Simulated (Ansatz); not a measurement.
# Na on Cu(100): change of the work function, part 2 of 3

Wanted: Δφ(θ) for Na/Cu(100), starting from the hollow site.

Ansatz 0.2.0; plane-wave DFT, PBE, Ansatz PAW.

So far, work function, upper face (eV): step 2 (the clean slab) 4.57.

## Step 3: Adsorbate added, k-mesh 4×4×1, coverage 0.111 ML

System of this step: Na/Cu(100). The cell holds 37 atoms: 36 Cu and 1 Na. Its edges and angles: a = 7.658 Å, b = 7.658 Å, c = 25.901 Å, α = 90.0°, β = 90.0°, γ = 90.0°. Vacuum lies along c.

The clean slab as it ended is repeated in the plane and the adsorbate is set on one face; the cell's size fixes the coverage, and the k-mesh shrinks with it to keep the sampling density about even. Adsorbate and upper layers relax, since the dipole depends on the height.

input.yaml reads:

```yaml
crystal:
  lattice:
    - [7.6579664403, 0.0, 0.0]
    - [0.0, 7.6579664403, 0.0]
    - [0.0, 0.0, 25.9005470111]
  atoms:
    - { symbol: Cu, position: [0.1666666667, 0.1666666667, 0.3474830086] }
    - { symbol: Cu, position: [0.0, 0.0, 0.4171726565] }
    - { symbol: Cu, position: [0.1666666667, 0.1666666667, 0.4880719283] }
    - { symbol: Cu, position: [0.0, 0.0, 0.5566666002] }
    - { symbol: Cu, position: [0.1666666667, 0.5, 0.3474830086] }
    - { symbol: Cu, position: [0.0, 0.3333333333, 0.4171726565] }
    - { symbol: Cu, position: [0.1666666667, 0.5, 0.4880719283] }
    - { symbol: Cu, position: [0.0, 0.3333333333, 0.5566666002] }
    - { symbol: Cu, position: [0.1666666667, 0.8333333333, 0.3474830086] }
    - { symbol: Cu, position: [0.0, 0.6666666667, 0.4171726565] }
    - { symbol: Cu, position: [0.1666666667, 0.8333333333, 0.4880719283] }
    - { symbol: Cu, position: [0.0, 0.6666666667, 0.5566666002] }
    - { symbol: Cu, position: [0.5, 0.1666666667, 0.3474830086] }
    - { symbol: Cu, position: [0.3333333333, 0.0, 0.4171726565] }
    - { symbol: Cu, position: [0.5, 0.1666666667, 0.4880719283] }
    - { symbol: Cu, position: [0.3333333333, 0.0, 0.5566666002] }
    - { symbol: Cu, position: [0.5, 0.5, 0.3474830086] }
    - { symbol: Cu, position: [0.3333333333, 0.3333333333, 0.4171726565] }
    - { symbol: Cu, position: [0.5, 0.5, 0.4880719283] }
    - { symbol: Cu, position: [0.3333333333, 0.3333333333, 0.5566666002] }
    - { symbol: Cu, position: [0.5, 0.8333333333, 0.3474830086] }
    - { symbol: Cu, position: [0.3333333333, 0.6666666667, 0.4171726565] }
    - { symbol: Cu, position: [0.5, 0.8333333333, 0.4880719283] }
    - { symbol: Cu, position: [0.3333333333, 0.6666666667, 0.5566666002] }
    - { symbol: Cu, position: [0.8333333333, 0.1666666667, 0.3474830086] }
    - { symbol: Cu, position: [0.6666666667, 0.0, 0.4171726565] }
    - { symbol: Cu, position: [0.8333333333, 0.1666666667, 0.4880719283] }
    - { symbol: Cu, position: [0.6666666667, 0.0, 0.5566666002] }
    - { symbol: Cu, position: [0.8333333333, 0.5, 0.3474830086] }
    - { symbol: Cu, position: [0.6666666667, 0.3333333333, 0.4171726565] }
    - { symbol: Cu, position: [0.8333333333, 0.5, 0.4880719283] }
    - { symbol: Cu, position: [0.6666666667, 0.3333333333, 0.5566666002] }
    - { symbol: Cu, position: [0.8333333333, 0.8333333333, 0.3474830086] }
    - { symbol: Cu, position: [0.6666666667, 0.6666666667, 0.4171726565] }
    - { symbol: Cu, position: [0.8333333333, 0.8333333333, 0.4880719283] }
    - { symbol: Cu, position: [0.6666666667, 0.6666666667, 0.5566666002] }
    - { symbol: Na, position: [0.1666666667, 0.1666666667, 0.6525169914] }
kpoints:
  mp_grid: { grid: [4, 4, 1] }
hamiltonian:
  xc: pbe
scf:
  occupations: { method: fermi_dirac, width: 0.1 }
  convergence: { dr2_threshold: 1.0e-08 }
efield:
  axis: 3
  dipole_correction: true
  ramp_position: 0.97
  ramp_width: 0.06
relax:
  f_tol: 0.02
  max_steps: 60
  constraints:
    - { sites: [0, 1, 4, 5, 8, 9, 12, 13, 16, 17, 20, 21, 24, 25, 28, 29, 32, 33] }
output:
  write_potential: true
  write_density: true
  volumetric_format: npy
```

The run is started by

```console
> ansatz run input.yaml --threads 4 --pin off --max-ram 16384MiB --backend cpu --events-out ev --progress --plain --runs-dir out
```

What it wrote:

```text
[...]
Crystal: 37 atoms, lattice volume = 1518.923 Å³
Basis set: ecut = 420 eV, 29715 PW (Γ), exchange–correlation on 108×108×360 points (8 copies of the dense FFT grid, shifted against one another)
Bands: 416, of which v1, the nominal top of the filled ones, is band 347 counted from 1 (346 counted from 0)
Symmetry: 8 space group operations
[...]
k-points: 6 of 16
[...]
SCF iter   1: F=—  HF=-239982.542112 eV  |F-HF|=—  |Δ(HF+E_count)|=         —  Δρ=2.08e-3  dr2=4.52e-1  ethr=1.77e-3  p=0.655 e·Å  D=7.81e-2 V/Å  ΔV_dip=-2.02 eV  dr2_dipole=8.27e-2  V_vac-E_F(+/−)=2.49/4.51 eV  ⟨swp⟩=7.3  Hψ=10245  notcnv=0  defer=166
[...]
SCF iter  12: F=-239982.554719 eV  HF=-239982.554719 eV  |F-HF|=1.18e-7  |Δ(HF+E_count)|=   2.29e-7  Δρ=7.18e-7  dr2=6.17e-9  ethr=1.44e-12  p=0.665 e·Å  D=7.92e-2 V/Å  ΔV_dip=-2.05 eV  dr2_dipole=1.84e-10  V_vac-E_F(+/−)=2.51/4.56 eV  ⟨swp⟩=9.2  Hψ=15882  notcnv=0
SCF 1 converged in 12 iterations: F = -239982.554719 eV  dr2 = 6.17e-9
[...]
relax step   1: F+E_penalty+E_count = -239982.55471897 eV  Δ(F+E_penalty+E_count) = +0.000e0 eV  max|allowed force component| = 3.435e-1 eV/Å  Δτ_max = 0.0000 Å  (12 SCF iters, accepted)
[...]
SCF iter   9: F=-239982.575838 eV  HF=-239982.575838 eV  |F-HF|=6.07e-8  |Δ(HF+E_count)|=   3.36e-8  Δρ=5.97e-7  dr2=4.22e-9  ethr=1.44e-12  p=0.644 e·Å  D=7.67e-2 V/Å  ΔV_dip=-1.99 eV  dr2_dipole=4.63e-11  V_vac-E_F(+/−)=2.58/4.56 eV  ⟨swp⟩=7.2  Hψ=16694  notcnv=0
SCF 2 converged in 9 iterations: F = -239982.575838 eV  dr2 = 4.22e-9
relax step   2: F+E_penalty+E_count = -239982.57583846 eV  Δ(F+E_penalty+E_count) = -2.112e-2 eV  max|allowed force component| = 2.204e-1 eV/Å  Δτ_max = 0.0665 Å  (9 SCF iters, accepted)
SCF iter   1: F=—  HF=-239982.585498 eV  |F-HF|=—  |Δ(HF+E_count)|=         —  Δρ=5.96e-4  dr2=9.33e-3  ethr=1.41e-5  p=0.644 e·Å  D=7.67e-2 V/Å  ΔV_dip=-1.99 eV  dr2_dipole=2.45e-3  V_vac-E_F(+/−)=2.58/4.56 eV  ⟨swp⟩=6.5  Hψ=6055  notcnv=0  defer=264
[...]
SCF iter  10: F=-239982.588474 eV  HF=-239982.588474 eV  |F-HF|=4.15e-8  |Δ(HF+E_count)|=   1.38e-7  Δρ=6.38e-7  dr2=4.78e-9  ethr=1.44e-12  p=0.603 e·Å  D=7.18e-2 V/Å  ΔV_dip=-1.86 eV  dr2_dipole=1.07e-12  V_vac-E_F(+/−)=2.70/4.56 eV  ⟨swp⟩=9.3  Hψ=16330  notcnv=0
SCF 3 converged in 10 iterations: F = -239982.588474 eV  dr2 = 4.78e-9
relax step   3: F+E_penalty+E_count = -239982.58847445 eV  Δ(F+E_penalty+E_count) = -1.264e-2 eV  max|allowed force component| = 5.173e-2 eV/Å  Δτ_max = 0.1211 Å  (10 SCF iters, accepted)
SCF iter   1: F=—  HF=-239982.588226 eV  |F-HF|=—  |Δ(HF+E_count)|=         —  Δρ=7.44e-5  dr2=3.60e-4  ethr=4.38e-7  p=0.603 e·Å  D=7.18e-2 V/Å  ΔV_dip=-1.86 eV  dr2_dipole=1.21e-4  V_vac-E_F(+/−)=2.70/4.56 eV  ⟨swp⟩=4.3  Hψ=5126  notcnv=0  defer=273
[...]
SCF iter   8: F=-239982.589008 eV  HF=-239982.589008 eV  |F-HF|=1.04e-8  |Δ(HF+E_count)|=   2.50e-8  Δρ=9.35e-7  dr2=9.24e-9  ethr=1.44e-12  p=0.610 e·Å  D=7.27e-2 V/Å  ΔV_dip=-1.88 eV  dr2_dipole=6.81e-11  V_vac-E_F(+/−)=2.68/4.56 eV  ⟨swp⟩=9.0  Hψ=16279  notcnv=0
SCF 4 converged in 8 iterations: F = -239982.589008 eV  dr2 = 9.24e-9
relax step   4: F+E_penalty+E_count = -239982.58900827 eV  Δ(F+E_penalty+E_count) = -5.338e-4 eV  max|allowed force component| = 4.346e-3 eV/Å  Δτ_max = 0.0223 Å  (8 SCF iters, accepted)
NSCF: frozen V_eff on 6 k-points
the search or the solves at the SCF's close seem to have found levels that the self-consistency loop had missed (the run counts 7). By its estimate they hold under 1e-12 electrons; where the run keeps them, the occupations were computed again with them
[...]
SCF converged after 8 iterations
Free energy (F): -239982.589008 eV
[...]
Internal energy: -239982.189236 eV  (E = F + TS)
E sigma→0 (E₀):  -239982.389122 eV
Entropy (-TS):   -0.399772 eV (-10.805 meV/atom)
Fermi energy:    2.223727 eV
Dipole field:    D = 0.072672 V/Å  (p = 0.610017 e·Å, saw-weighted, corrected)
Work function:   Φ+ = 2.6799 eV   Φ− = 4.5621 eV
[...]
--- Forces (eV/Å), atoms counted from 1 ---
  atom   1  Cu     0.00000000     0.00000000     0.11012483
  atom   2  Cu    -0.01612956    -0.01612956    -0.10260061
  atom   3  Cu    -0.00000000     0.00000000    -0.00346900
  atom   4  Cu     0.00046423     0.00046423     0.00025701
  atom   5  Cu     0.00000000    -0.00119213     0.11606250
  atom   6  Cu    -0.01612956     0.01612956    -0.10260061
  atom   7  Cu    -0.00000000     0.00115672    -0.00121620
  atom   8  Cu     0.00046423    -0.00046423     0.00025701
  atom   9  Cu     0.00000000     0.00119213     0.11606250
  atom  10  Cu    -0.01351787     0.00000000    -0.12355450
  atom  11  Cu     0.00000000    -0.00115672    -0.00121620
  atom  12  Cu     0.00127725     0.00000000     0.00246055
  atom  13  Cu    -0.00119213     0.00000000     0.11606250
  atom  14  Cu     0.01612956    -0.01612956    -0.10260061
  atom  15  Cu     0.00115672     0.00000000    -0.00121620
  atom  16  Cu    -0.00046423     0.00046423     0.00025701
  atom  17  Cu    -0.00587844    -0.00587844     0.11015450
  atom  18  Cu     0.01612956     0.01612956    -0.10260061
  atom  19  Cu     0.00040993     0.00040993     0.00011790
  atom  20  Cu    -0.00046423    -0.00046423     0.00025701
  atom  21  Cu    -0.00587844     0.00587844     0.11015450
  atom  22  Cu     0.01351787     0.00000000    -0.12355450
  atom  23  Cu     0.00040993    -0.00040993     0.00011790
  atom  24  Cu    -0.00127725     0.00000000     0.00246055
  atom  25  Cu     0.00119213     0.00000000     0.11606250
  atom  26  Cu    -0.00000000    -0.01351787    -0.12355450
  atom  27  Cu    -0.00115672     0.00000000    -0.00121620
  atom  28  Cu    -0.00000000     0.00127725     0.00246055
  atom  29  Cu     0.00587844    -0.00587844     0.11015450
  atom  30  Cu    -0.00000000     0.01351787    -0.12355450
  atom  31  Cu    -0.00040993     0.00040993     0.00011790
  atom  32  Cu    -0.00000000    -0.00127725     0.00246055
  atom  33  Cu     0.00587844     0.00587844     0.11015450
  atom  34  Cu    -0.00000000    -0.00000000    -0.10842051
  atom  35  Cu    -0.00040993    -0.00040993     0.00011790
  atom  36  Cu    -0.00000000    -0.00000000    -0.00067139
  atom  37  Na    -0.00000000     0.00000000    -0.00434605
  max |Σ_I F_I| component: 5.75e-5 eV/Å
--- Band table (eV; the first three rows and the last of 6) ---
  k-point 0: bands = [... 343 lower, 1.3652, 1.6782, 1.6782, 1.7135, 1.7341, 2.3682, 2.3682, 2.3765, ... 65 higher]
  k-point 1: bands = [... 343 lower, 1.5937, 1.7103, 1.9413, 1.9841, 2.0400, 2.0433, 2.3566, 3.0765, ... 65 higher]
  k-point 2: bands = [... 343 lower, 1.8884, 2.0984, 2.1940, 2.2424, 2.4767, 2.4935, 2.5710, 2.5818, ... 65 higher]
  k-point 5: bands = [... 343 lower, 2.4632, 2.4641, 2.4655, 2.4685, 2.4685, 2.8222, 3.1288, 3.1441, ... 65 higher]
--- Relaxed structure (4 steps of the walk, 4 accepted, 0 SCFs on fresh bases) ---
  F+E_penalty+E_count = -239982.58900827 eV   max|allowed force component| = 4.346e-3 eV/Å
  atoms:
    - { symbol: Cu, position: [0.166667, 0.166667, 0.3474830086] }
    - { symbol: Cu, position: [1.666666e-11, 1.666666e-11, 0.4171726565] }
    - { symbol: Cu, position: [0.166667, 0.166667, 0.487448] }
    - { symbol: Cu, position: [-0.00019728, -0.00019728, 0.556714] }
    - { symbol: Cu, position: [0.166667, 0.500000, 0.3474830086] }
    - { symbol: Cu, position: [1.666666e-11, 0.333333, 0.4171726565] }
    - { symbol: Cu, position: [0.166667, 0.500453, 0.487902] }
    - { symbol: Cu, position: [-0.00019728, 0.333531, 0.556714] }
    - { symbol: Cu, position: [0.166667, 0.833333, 0.3474830086] }
    - { symbol: Cu, position: [1.666666e-11, 0.666667, 0.4171726565] }
    - { symbol: Cu, position: [0.166667, 0.832881, 0.487902] }
    - { symbol: Cu, position: [0.000195388, 0.666667, 0.557265] }
    - { symbol: Cu, position: [0.500000, 0.166667, 0.3474830086] }
    - { symbol: Cu, position: [0.333333, 1.666666e-11, 0.4171726565] }
    - { symbol: Cu, position: [0.500453, 0.166667, 0.487902] }
    - { symbol: Cu, position: [0.333531, -0.00019728, 0.556714] }
    - { symbol: Cu, position: [0.500000, 0.500000, 0.3474830086] }
    - { symbol: Cu, position: [0.333333, 0.333333, 0.4171726565] }
    - { symbol: Cu, position: [0.500027, 0.500027, 0.488175] }
    - { symbol: Cu, position: [0.333531, 0.333531, 0.556714] }
    - { symbol: Cu, position: [0.500000, 0.833333, 0.3474830086] }
    - { symbol: Cu, position: [0.333333, 0.666667, 0.4171726565] }
    - { symbol: Cu, position: [0.500027, 0.833306, 0.488175] }
    - { symbol: Cu, position: [0.333138, 0.666667, 0.557265] }
    - { symbol: Cu, position: [0.833333, 0.166667, 0.3474830086] }
    - { symbol: Cu, position: [0.666667, 1.666666e-11, 0.4171726565] }
    - { symbol: Cu, position: [0.832881, 0.166667, 0.487902] }
    - { symbol: Cu, position: [0.666667, 0.000195388, 0.557265] }
    - { symbol: Cu, position: [0.833333, 0.500000, 0.3474830086] }
    - { symbol: Cu, position: [0.666667, 0.333333, 0.4171726565] }
    - { symbol: Cu, position: [0.833306, 0.500027, 0.488175] }
    - { symbol: Cu, position: [0.666667, 0.333138, 0.557265] }
    - { symbol: Cu, position: [0.833333, 0.833333, 0.3474830086] }
    - { symbol: Cu, position: [0.666667, 0.666667, 0.4171726565] }
    - { symbol: Cu, position: [0.833306, 0.833306, 0.488175] }
    - { symbol: Cu, position: [0.666667, 0.666667, 0.556953] }
    - { symbol: Na, position: [0.166667, 0.166667, 0.646133] }
```

It took 14 min on 4 threads of Arm Neoverse V1, shared host; peak memory 11 GiB.

Relaxation path:

```csv
step,energy less that of the first step (eV),largest force component (eV/Å)
1,0.0000,0.3435
2,-0.0211,0.2204
3,-0.0338,0.0517
4,-0.0343,0.0043
```

The run keeps the 8 symmetry operations that the program found, so distortions that break them were not tested.

The atoms that moved most (Å):

```csv
atom,dx,dy,dz,length
Na37,0.000,0.000,-0.165,0.165
Cu3,0.000,0.000,-0.016,0.016
Cu32,0.000,-0.001,0.016,0.016
Cu24,-0.001,0.000,0.016,0.016
Cu28,0.000,0.001,0.016,0.016
Cu12,0.001,0.000,0.016,0.016
Cu36,0.000,0.000,0.007,0.007
Cu27,-0.003,0.000,-0.004,0.006
```

The relaxed structure:

```
Cu Na
1.0
     7.65797    0.00000    0.00000
     0.00000    7.65797    0.00000
     0.00000    0.00000   25.90055
Cu Na
36 1
Direct
  0.16667 0.16667 0.34748
  0.00000 0.00000 0.41717
  0.16667 0.16667 0.48745
  0.99980 0.99980 0.55671
  0.16667 0.50000 0.34748
  0.00000 0.33333 0.41717
  0.16667 0.50045 0.48790
  0.99980 0.33353 0.55671
  0.16667 0.83333 0.34748
  0.00000 0.66667 0.41717
  0.16667 0.83288 0.48790
  0.00020 0.66667 0.55727
  0.50000 0.16667 0.34748
  0.33333 0.00000 0.41717
  0.50045 0.16667 0.48790
  0.33353 0.99980 0.55671
  0.50000 0.50000 0.34748
  0.33333 0.33333 0.41717
  0.50003 0.50003 0.48818
  0.33353 0.33353 0.55671
  0.50000 0.83333 0.34748
  0.33333 0.66667 0.41717
  0.50003 0.83331 0.48818
  0.33314 0.66667 0.55727
  0.83333 0.16667 0.34748
  0.66667 0.00000 0.41717
  0.83288 0.16667 0.48790
  0.66667 0.00020 0.55727
  0.83333 0.50000 0.34748
  0.66667 0.33333 0.41717
  0.83331 0.50003 0.48818
  0.66667 0.33314 0.55727
  0.83333 0.83333 0.34748
  0.66667 0.66667 0.41717
  0.83331 0.83331 0.48818
  0.66667 0.66667 0.55695
  0.16667 0.16667 0.64613
```

This step gave:

- energy at zero smearing: -239982.3891 eV
- work function, upper face: 2.680 eV
- work function, lower face: 4.562 eV
- dipole along the normal: 0.6100 e·Å
- step between the vacuum levels: -1.882 eV

Running mean over 1.805 Å of the planar mean; the ramp of the sawtooth is left out. Table of electron's electrostatic potential energy less the Fermi level by z:

z (Å), electron's electrostatic potential energy less the Fermi level (eV) and a bar from the least value:
```
      3.5       4.56 ##############################
      4.0       4.56 ##############################
      4.5       4.56 ##############################
      5.0       4.56 ##############################
      5.5       4.55 ##############################
      6.0       4.52 ##############################
      6.5       4.43 ##############################
      7.0       4.08 #############################
      7.5       2.69 ##########################
      8.0      -1.45 #################
      8.5      -6.21 ######
      9.0      -8.31 #
      9.5      -8.65 #
     10.0      -8.73 
     10.5      -8.79 
     11.0      -8.74 
     11.5      -8.57 #
     12.0      -8.59 #
     12.5      -8.78 
     13.0      -8.89 
     13.5      -8.91 
     14.0      -8.75 
     14.5      -8.22 ##
     15.0      -5.72 #######
     15.5      -1.16 #################
     16.0       1.87 ########################
     16.5       2.33 #########################
     17.0       2.23 #########################
     17.5       2.28 #########################
     18.0       2.54 #########################
     18.5       2.64 ##########################
     19.0       2.66 ##########################
     19.5       2.67 ##########################
     20.0       2.68 ##########################
     20.5       2.68 ##########################
     21.0       2.68 ##########################
     21.5       2.68 ##########################
     22.0       2.68 ##########################
     22.5       2.68 ##########################
```

The relaxation took 4 steps and lowered the energy by 0.034 eV; the largest force on the free atoms ends at 0.0043 eV/Å.

The covered face has 2.68 eV, -1.89 eV against the clean one; the bare back face has moved by -0.02 eV, a measure of how thin the slab is.

(Part 2 of 3 ends here.)

[Long decimals in the printed logs are rounded to 6 places.]

[Logs are printed without paths, hosts, clocks, repeated set-up lines and the standing remarks that a program may print on its own settings, such as how far it seeks lower states.]

[Hosts, paths, dates, database ids (printed as entryN), source tags and the programs' standing remarks are cut or masked in the printed files.]

[Maps of the electrostatic potential energy from Ansatz leave out the sawtooth potential of an applied field or a dipole correction, so their vacuum need not be flat; planar profiles and work functions include it.]
